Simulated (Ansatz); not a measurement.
**Phonons of LiW in the B2 ordering**

The plan: relax LiW in the B2 ordering, check its phonons, and, if the lattice is stable, compute its Eliashberg function and ρ(T).

Program: Ansatz 0.2.0. Level of theory: DFT PBEsol, scalar-relativistic, plane waves, PAW. Results are calculated unless marked as measured.

The structure was built from a prototype and need not be the compound's stable phase.

### 1. The structure

The structure is cubic, space group Pm-3m (No. 221). The conventional cell has a = 3.333 Å, b = 3.333 Å, c = 3.333 Å, α = 90.00°, β = 90.00°, γ = 90.00°. Nearest to Li lie 8 W at 2.89 Å. Nearest to W lie 8 Li at 2.89 Å. Farther neighbours are not listed.

### 2. Rough relaxation

Large forces or a large pressure at the start call for a first relaxation with loose thresholds.

input.yaml reads:

```yaml
crystal:
  lattice:
    - [3.33317, 0.0, 0.0]
    - [0.0, 3.33317, 0.0]
    - [0.0, 0.0, 3.33317]
  atoms:
    - { symbol: Li, position: [0.0, 0.0, 0.0] }
    - { symbol: W, position: [0.5, 0.5, 0.5] }
kpoints:
  mp_grid: { grid: [6, 6, 6] }
hamiltonian:
  xc: pbesol
scf:
  occupations: { method: gaussian, width: 0.1 }
output:
  forces: true
  stress: true
  eigenvalues: true
relax:
  adjacent_minimum: "off"
  f_tol: 0.05
  max_steps: 80
  cell: { stress_tol: 0.5 }
```

Started as:

```console
$ ansatz run input.yaml --threads 4 --pin off --max-ram 8192MiB --backend cpu --events-out ev --progress --plain --runs-dir out
```

Numbers of over 12 decimals in the logs are rounded to 6 here.

The log of the run:

```text
The last accepted step is kept in <dir> (removed where the run ends without a failure and the disk answers)
Engine: ansatz 0.2.0, x86_64-unknown-linux-gnu
Pseudopotentials: kind: paw
Pseudopotential: Li, paw, valence charge 3, recommended cutoff 420 eV (normal), Li.paw.azcp
Pseudopotential: W, paw, valence charge 14, recommended cutoff 420 eV (normal), W.paw.azcp
Functional definition: PBEsol
  exchange = pbesol_x
  correlation = pbesol_c
Crystal: 2 atoms, lattice volume = 37.032 Å³
Basis set: ecut = 420 eV, 739 PW (Γ), exchange–correlation on 48×48×48 points (8 copies of the dense FFT grid, shifted against one another)
Bands: 13, of which v1, the nominal top of the filled ones, is band 9 counted from 1 (8 counted from 0)
Symmetry: 48 space group operations
Space group: Pm-3m (ITA 221), of the structure as read, at distance tolerance 3.3e-5 Å
k-points: 20 of 216
Non-local potential: Li, projectors of the file, l = 0: 3, l = 1: 2, l = 2: 1
Non-local potential: W, projectors of the file, l = 0: 3, l = 1: 2, l = 2: 2, l = 3: 1
PAW form: soft (Blöchl's): semilocal exchange-correlation on the pseudo side does not see the compensation charge
PAW frozen core: W, regenerated for the run's functional, and the local potential with it (the file was generated under x = pbe(κ = 0.804, μ = 0.219515), c = pbe(β = 0.066725))
PAW one-centre angular grid: Li, 110 points (default); XC on 64 Gauss nodes
PAW one-centre angular grid: W, 590 points (default); XC on 64 Gauss nodes
Initial density: superposition of atomic densities (neutral atoms: chi_scale 0, normalization atom), corrected by the library's trained network
Initial wavefunctions: pseudopotential atomic-orbital guess
Functional: x = pbesol(κ = 0.804, μ = 0.123457), c = pbesol(β = 0.046)
SCF iter   1: F=—  HF=-10456.219038 eV  |F-HF|=—  |Δ(HF+E_count)|=         —  Δρ=2.20e-3  dr2=2.85e-3  ethr=1.77e-3  ⟨swp⟩=5.0  Hψ=1281  notcnv=0
preconditioner: auto → none  [insulator: Δε(μ)=0.196 eV  Ē_g=4.773 eV  σ=0.100 eV  W_gap=0.69  n_scr=6 (ndim 8)  ℏωp=16.1 eV  f_vac=0.000  D(μ)=1.60/eV (n_scr^D=18)  ε∞_Penn≈12.4]
SCF iter   2: F=—  HF=-10456.218265 eV  |F-HF|=—  |Δ(HF+E_count)|=   7.72e-4  Δρ=8.56e-4  dr2=3.92e-4  ethr=1.67e-5  ⟨swp⟩=2.1  Hψ=521  notcnv=0
SCF iter   3: F=—  HF=-10456.218080 eV  |F-HF|=—  |Δ(HF+E_count)|=   1.86e-4  Δρ=8.96e-5  dr2=1.52e-6  ethr=2.31e-6  ⟨swp⟩=2.0  Hψ=392  notcnv=0
SCF iter   4: F=—  HF=-10456.218078 eV  |F-HF|=—  |Δ(HF+E_count)|=   1.72e-6  Δρ=1.15e-5  dr2=1.87e-8  ethr=8.94e-9  ⟨swp⟩=2.5  Hψ=370  notcnv=0
iter 5 did not close the SCF: its close was put off for the readings that it lacked (scf_convergence_deferred on its scf_iter line)
SCF iter   5: F=-10456.218078 eV  HF=-10456.218078 eV  |F-HF|=3.55e-10  |Δ(HF+E_count)|=   1.83e-8  Δρ=1.15e-6  dr2=5.10e-10  ethr=1.10e-10  ⟨swp⟩=2.6  Hψ=397  notcnv=0
SCF iter   6: F=-10456.218078 eV  HF=-10456.218078 eV  |F-HF|=1.27e-11  |Δ(HF+E_count)|=  8.19e-11  Δρ=2.76e-7  dr2=9.54e-12  ethr=3.00e-12  ⟨swp⟩=2.1  Hψ=838  notcnv=0
SCF 1 converged in 6 iterations: F = -10456.218078 eV  dr2 = 9.54e-12
  greatest PAW one-centre occupation: 1.000 electrons in one spin orbital (limit 2), on the Li atom at site 0 (counted from 0), in its partial waves of l = 0
relax step   1: F+E_penalty+E_count = -10456.21807803 eV  Δ(F+E_penalty+E_count) = +0.000e0 eV  max|allowed force component| = 1.015e-28 eV/Å  Δτ_max = 0.0000 Å  P = -24.868 GPa  Ω = 37.032 Å³  (6 SCF iters, dr2 threshold 1.00e-7 eV, accepted)
Crystal: 2 atoms, lattice volume = 31.875 Å³
Basis set: ecut = 420 eV, 619 PW (Γ), exchange–correlation on 48×48×48 points (8 copies of the dense FFT grid, shifted against one another)
Initial density: handed on by an earlier stage of this run
Initial wavefunctions: those handed on with the density
iter 1 solved again at ethr=1.48e-4 eV; its pass at ethr=3.10e-3 eV (dr2=2.51e-2 eV) is discarded
SCF iter   1: F=—  HF=-10456.973253 eV  |F-HF|=—  |Δ(HF+E_count)|=         —  Δρ=7.41e-3  dr2=2.58e-2  ethr=1.48e-4  ⟨swp⟩=1.0  Hψ=1685  notcnv=0
preconditioner: auto → none  [insulator: Δε(μ)=0.240 eV  Ē_g=5.606 eV  σ=0.100 eV  W_gap=0.69  n_scr=6 (ndim 8)  ℏωp=17.4 eV  f_vac=0.000  D(μ)=1.41/eV (n_scr^D=18)  ε∞_Penn≈10.6]
SCF iter   2: F=—  HF=-10456.966108 eV  |F-HF|=—  |Δ(HF+E_count)|=   7.14e-3  Δρ=2.99e-3  dr2=2.36e-3  ethr=1.48e-4  ⟨swp⟩=2.0  Hψ=415  notcnv=0
SCF iter   3: F=—  HF=-10456.965459 eV  |F-HF|=—  |Δ(HF+E_count)|=   6.49e-4  Δρ=1.32e-3  dr2=2.48e-4  ethr=1.39e-5  ⟨swp⟩=2.4  Hψ=373  notcnv=0
SCF iter   4: F=—  HF=-10456.965471 eV  |F-HF|=—  |Δ(HF+E_count)|=   1.17e-5  Δρ=1.66e-4  dr2=3.49e-6  ethr=1.46e-6  ⟨swp⟩=1.2  Hψ=301  notcnv=0
SCF iter   5: F=—  HF=-10456.965474 eV  |F-HF|=—  |Δ(HF+E_count)|=   3.00e-6  Δρ=1.27e-5  dr2=1.75e-8  ethr=1.18e-9  ⟨swp⟩=5.5  Hψ=1248  notcnv=0
SCF iter   6: F=-10456.965474 eV  HF=-10456.965474 eV  |F-HF|=6.55e-11  |Δ(HF+E_count)|=   5.44e-9  Δρ=6.07e-7  dr2=1.27e-10  ethr=1.03e-10  ⟨swp⟩=2.0  Hψ=772  notcnv=0
SCF 2 converged in 6 iterations: F = -10456.965474 eV  dr2 = 1.27e-10
relax step   2: F+E_penalty+E_count = -10456.96547413 eV  Δ(F+E_penalty+E_count) = -7.474e-1 eV  max|allowed force component| = 1.627e-30 eV/Å  Δτ_max = 0.0000 Å  P = -20.500 GPa  Ω = 31.875 Å³  energy of the carried Pulay correction = +5.968e-4 eV  (6 SCF iters, dr2 threshold 2.00e-7 eV, accepted)
Crystal: 2 atoms, lattice volume = 27.222 Å³
Basis set: ecut = 420 eV, 515 PW (Γ), exchange–correlation on 48×48×48 points (8 copies of the dense FFT grid, shifted against one another)
iter 1 solved again at ethr=6.88e-5 eV; its pass at ethr=3.10e-3 eV (dr2=1.17e-2 eV) is discarded
SCF iter   1: F=—  HF=-10457.411412 eV  |F-HF|=—  |Δ(HF+E_count)|=         —  Δρ=6.40e-3  dr2=1.19e-2  ethr=6.88e-5  ⟨swp⟩=1.0  Hψ=1712  notcnv=0
preconditioner: auto → none  [insulator: Δε(μ)=0.229 eV  Ē_g=6.579 eV  σ=0.100 eV  W_gap=0.67  n_scr=6 (ndim 8)  ℏωp=18.8 eV  f_vac=0.000  D(μ)=1.39/eV (n_scr^D=18)  ε∞_Penn≈9.2]
SCF iter   2: F=—  HF=-10457.408439 eV  |F-HF|=—  |Δ(HF+E_count)|=   2.97e-3  Δρ=2.53e-3  dr2=8.46e-4  ethr=6.88e-5  ⟨swp⟩=2.0  Hψ=340  notcnv=0
SCF iter   3: F=—  HF=-10457.408442 eV  |F-HF|=—  |Δ(HF+E_count)|=   3.29e-6  Δρ=1.19e-3  dr2=1.61e-4  ethr=4.98e-6  ⟨swp⟩=2.6  Hψ=418  notcnv=0
SCF iter   4: F=—  HF=-10457.408499 eV  |F-HF|=—  |Δ(HF+E_count)|=   5.65e-5  Δρ=2.76e-4  dr2=8.39e-6  ethr=9.47e-7  ⟨swp⟩=1.0  Hψ=260  notcnv=0
SCF iter   5: F=-10457.408503 eV  HF=-10457.408503 eV  |F-HF|=5.92e-8  |Δ(HF+E_count)|=   4.07e-6  Δρ=3.09e-5  dr2=9.20e-8  ethr=1.18e-9  ⟨swp⟩=3.5  Hψ=1052  notcnv=0
the search or the solves at the SCF's close seem to have found levels that the self-consistency loop had missed (the run counts 1). By its estimate they hold under 1e-12 electrons; where the run keeps them, the occupations were computed again with them
SCF 3 converged in 5 iterations: F = -10457.408503 eV  dr2 = 9.20e-8
relax step   3: F+E_penalty+E_count = -10457.40850278 eV  Δ(F+E_penalty+E_count) = -4.430e-1 eV  max|allowed force component| = 3.632e-30 eV/Å  Δτ_max = 0.0000 Å  P = -7.906 GPa  Ω = 27.222 Å³  energy of the carried Pulay correction = +1.218e-3 eV  (5 SCF iters, dr2 threshold 2.00e-7 eV, accepted)
[...]
relax step   4: F+E_penalty+E_count = -10457.44061532 eV  Δ(F+E_penalty+E_count) = -3.211e-2 eV  max|allowed force component| = 5.773e-30 eV/Å  Δτ_max = 0.0000 Å  P = +4.381 GPa  Ω = 24.943 Å³  energy of the carried Pulay correction = +1.557e-3 eV  (4 SCF iters, dr2 threshold 2.00e-7 eV, accepted)
[...]
relax step   5: F+E_penalty+E_count = -10457.44982406 eV  Δ(F+E_penalty+E_count) = -9.209e-3 eV  max|allowed force component| = 1.885e-29 eV/Å  Δτ_max = 0.0000 Å  P = +0.095 GPa  Ω = 25.624 Å³  energy of the carried Pulay correction = +1.453e-3 eV  (4 SCF iters, dr2 threshold 2.00e-7 eV, accepted)
Basis set: ecut = 420 eV, 485 PW (Γ), exchange–correlation on 40×40×40 points (8 copies of the dense FFT grid, shifted against one another)
Initial wavefunctions: pseudopotential atomic-orbital guess (no wavefunctions were taken with the density)
iter 1 solved again at ethr=2.01e-8 eV; its pass at ethr=3.10e-3 eV (dr2=3.42e-6 eV) is discarded
SCF iter   1: F=—  HF=-10457.449004 eV  |F-HF|=—  |Δ(HF+E_count)|=         —  Δρ=3.58e-4  dr2=4.39e-6  ethr=2.01e-8  ⟨swp⟩=3.2  Hψ=2021  notcnv=0
preconditioner: auto → none  [insulator: Δε(μ)=0.190 eV  Ē_g=6.971 eV  σ=0.100 eV  W_gap=0.58  n_scr=6 (ndim 8)  ℏωp=19.4 eV  f_vac=0.000  D(μ)=1.39/eV (n_scr^D=18)  ε∞_Penn≈8.8]
SCF iter   2: F=—  HF=-10457.448970 eV  |F-HF|=—  |Δ(HF+E_count)|=   3.43e-5  Δρ=1.76e-4  dr2=9.91e-7  ethr=2.01e-8  ⟨swp⟩=1.7  Hψ=337  notcnv=0
SCF iter   3: F=—  HF=-10457.448969 eV  |F-HF|=—  |Δ(HF+E_count)|=   1.26e-6  Δρ=1.08e-5  dr2=2.53e-8  ethr=5.83e-9  ⟨swp⟩=2.0  Hψ=428  notcnv=0
SCF iter   4: F=-10457.448969 eV  HF=-10457.448969 eV  |F-HF|=1.01e-9  |Δ(HF+E_count)|=   5.29e-9  Δρ=3.91e-6  dr2=1.87e-9  ethr=1.18e-11  ⟨swp⟩=5.0  Hψ=892  notcnv=0
SCF 6 converged in 4 iterations: F = -10457.448969 eV  dr2 = 1.87e-9
relax step   6: F+E_penalty+E_count = -10457.44896891 eV  Δ(F+E_penalty+E_count) = +8.551e-4 eV  max|allowed force component| = 1.270e-29 eV/Å  Δτ_max = 0.0000 Å  P = +0.074 GPa  Ω = 25.624 Å³  stress off target by 7.43e-2 GPa  SCF on the basis re-selected at this cell (its energy is not comparable with the rows above)  (4 SCF iters)
basis re-selected at this cell: Δ(F+E_penalty+E_count) = +8.551e-4 eV, ΔP = -0.020 GPa vs the last step (what re-selecting the basis moved, of the pressure what is left beyond the Pulay correction that the steps carried, after the strain that the cell walked since its last selection, with what the two solves' SCF thresholds leave and, on support functions, any second-order correction that the steps lacked; it is no measure of the basis error at this ecutwfc). The dense FFT grid was sized anew with the basis: this SCF ran on 20×20×20 points, the steps before it on 24×24×24, so part of this shift can come from that change (see relax.cell in the input reference). [rest of the remark cut]
SCF converged after 4 iterations
Free energy (F): -10457.448969 eV
Harris-Foulkes:  -10457.448969 eV  (|F-HF|=1.01e-9)
Internal energy: -10457.441995 eV  (E = F + TS)
E sigma→0 (E₀):  -10457.445482 eV
Entropy (-TS):   -0.006974 eV (-3.487 meV/atom)
Fermi energy:    14.983472 eV
--- Per-component energies (eV) ---
  E_band       = -225.309700
  E_kinetic    = 471.816655
  E_local      = -892.989081  (includes V_loc(G=0)·N_el)
  E_nonlocal   = -27.637633
  E_hartree    = 306.653820
  E_xc         = -274.653438
  E_vxc        = -250.971423  (∫ρ·V_xc dr)
  E_paw        = -8455.884042  (= ΣΔE_a)
  E_vpaw       = -138.837039  (= ΣTr[D̂ρ^β])
  E_aug_tail   = -0.000055  (compensation charges beyond the density's cutoff)
  E_ewald      = -1584.970013
  E_core_change = 0.221792  (= ΣΔE_core)
  E_smearing   = -0.006974  (= −TS)
  E_closure    = -0.000000  (closes the sum)
  Σ components = -10457.448969   (vs F -10457.448969, Δ=0.00e0)
--- Forces (eV/Å), atoms counted from 1 ---
  atom   1  Li    -0.00000000    -0.00000000    -0.00000000
  atom   2  W      0.00000000     0.00000000     0.00000000
  max |Σ_I F_I| component: 2.51e-29 eV/Å
--- Stress (GPa, compression-positive) ---
        0.074270       0.000000      -0.000000
        0.000000       0.074270       0.000000
        0.000000       0.000000       0.074270
  P = ⅓ Tr σ = 0.0743 GPa (0.743 kbar)
--- Band table (eV; the first three rows and the last of 20) ---
  k-point 0: bands = [... 5 lower, 7.7782, 11.9327, 11.9327, 17.8225, 17.8225, 17.8225, 23.0935, 23.0935]
  k-point 1: bands = [... 5 lower, 8.2524, 12.1100, 12.3761, 16.8388, 16.8388, 17.8938, 22.1054, 24.5079]
  k-point 2: bands = [... 5 lower, 9.0916, 12.4987, 13.6161, 15.5145, 15.5145, 18.0404, 20.7635, 26.7449]
  k-point 19: bands = [... 5 lower, 11.2840, 11.2840, 11.2840, 19.9336, 19.9336, 21.7718, 21.7718, 21.7718]
--- Relaxed structure (5 steps of the walk, 5 accepted, 1 SCFs on fresh bases) ---
  F+E_penalty+E_count = -10457.44896891 eV   max|allowed force component| = 1.270e-29 eV/Å   (the final SCF, on the basis selected at the relaxed cell)
  cell:  # Å, volume = 25.6244 Å³
    - [2.948161, 0, 0]
    - [0, 2.948161, 0]
    - [0, 0, 2.948161]
  atoms:
    - { symbol: Li, position: [0, 0, 0] }
    - { symbol: W, position: [0.500000, 0.500000, 0.500000] }
```

Wall time 1.6 s (4 threads of Intel Xeon Platinum 8488C (Sapphire Rapids), shared host); peak memory 0.37 GiB.

Step by step:

```tsv
step	energy less that of the first step (eV)	largest force component (eV/Å)	pressure (GPa)	volume (Å³)
1	0.0000	0.0000	-24.87	37.03
2	-0.7474	0.0000	-20.50	31.88
3	-1.1904	0.0000	-7.91	27.22
4	-1.2225	0.0000	4.38	24.94
5	-1.2317	0.0000	0.09	25.62
6*	-1.2309	0.0000	0.07	25.62
```

Relaxation steps marked * repeat the geometry before them on a plane-wave basis chosen anew for their cell, so energy and pressure can jump there.

The run keeps the 48 symmetry operations that it works with, so distortions that break them were not tested.

```tsv
conventional cell, symmetrised	before	after	change
a (Å)	3.333	2.948	-11.6 %
b (Å)	3.333	2.948	-11.6 %
c (Å)	3.333	2.948	-11.6 %
volume (Å³/atom)	18.52	12.81	-30.8 %
```

Final coordinates:

```
Li W
1.0
     2.94816    0.00000    0.00000
     0.00000    2.94816    0.00000
     0.00000    0.00000    2.94816
Li W
1 1
Direct
  0.00000 0.00000 0.00000
  0.50000 0.50000 0.50000
```

Numbers from this step:

```yaml
pressure: 0.07427 GPa
volume_per_atom: 12.81 Å³
metallic_on_mesh: yes
gap_on_the_k_mesh: 0 eV
```

The largest force is now zero by symmetry and the largest stress component 0.074 GPa.

### 3. Relaxing cell and atoms

Lattice constant and positions set the bands and the force constants, so the cell is relaxed first.

input.yaml, the sections that differ from step 2:

```yaml
crystal:
  lattice:
    - [2.9481610828, 0.0, 0.0]
    - [0.0, 2.9481610828, 0.0]
    - [0.0, 0.0, 2.9481610828]
  atoms:
    - { symbol: Li, position: [0.0, 0.0, 0.0] }
    - { symbol: W, position: [0.5, 0.5, 0.5] }
kpoints:
  mp_grid: { grid: [10, 10, 10] }
relax:
  adjacent_minimum: "off"
  f_tol: 0.005
  max_steps: 80
  cell: { stress_tol: 0.05 }
# hamiltonian, scf, output: as in step 2
```

The log of the run:

```text
[the first part of the log is left out]
  E_xc         = -274.651067
  E_vxc        = -250.971610  (∫ρ·V_xc dr)
  E_paw        = -8455.909271  (= ΣΔE_a)
  E_vpaw       = -138.866276  (= ΣTr[D̂ρ^β])
  E_aug_tail   = -0.000056  (compensation charges beyond the density's cutoff)
  E_ewald      = -1584.970013
  E_core_change = 0.221792  (= ΣΔE_core)
  E_smearing   = -0.004679  (= −TS)
  E_closure    = 0.000000  (closes the sum)
  Σ components = -10457.427499   (vs F -10457.427499, Δ=0.00e0)
[...]
--- Stress (GPa, compression-positive) ---
        0.040381      -0.000000       0.000000
       -0.000000       0.040381       0.000000
        0.000000       0.000000       0.040381
  P = ⅓ Tr σ = 0.0404 GPa (0.404 kbar)
--- Band table (eV; the first three rows and the last of 56) ---
[...]
--- Relaxed structure (1 steps of the walk, 1 accepted, 1 SCFs on fresh bases) ---
[...]
cell:  # Å, volume = 25.6244 Å³
    - [2.9481610828, 0.0, 0.0]
    - [0.0, 2.9481610828, 0.0]
    - [0.0, 0.0, 2.9481610828]
  atoms:
    - { symbol: Li, position: [0.0, 0.0, 0.0] }
    - { symbol: W, position: [0.5, 0.5, 0.5] }
```

The job ended after 0.89 s (4 threads; peak memory 0.37 GiB).

Little changed from the start: no atom moved by 0.005 Å and no cell edge by 0.1 %.

Numbers from this step:

```yaml
pressure: 0.04038 GPa
```

The largest force is now zero by symmetry and the largest stress component 0.040 GPa, small enough for phonons.

(Continued in part 2 of 2.)

[Logs are printed without paths, hosts, clocks, repeated set-up lines and the standing remarks that a program may print on its own settings, such as how far it seeks lower states.]

[Hosts, paths, dates, database ids (printed as entryN), source tags and the programs' standing remarks are cut or masked in the printed files.]
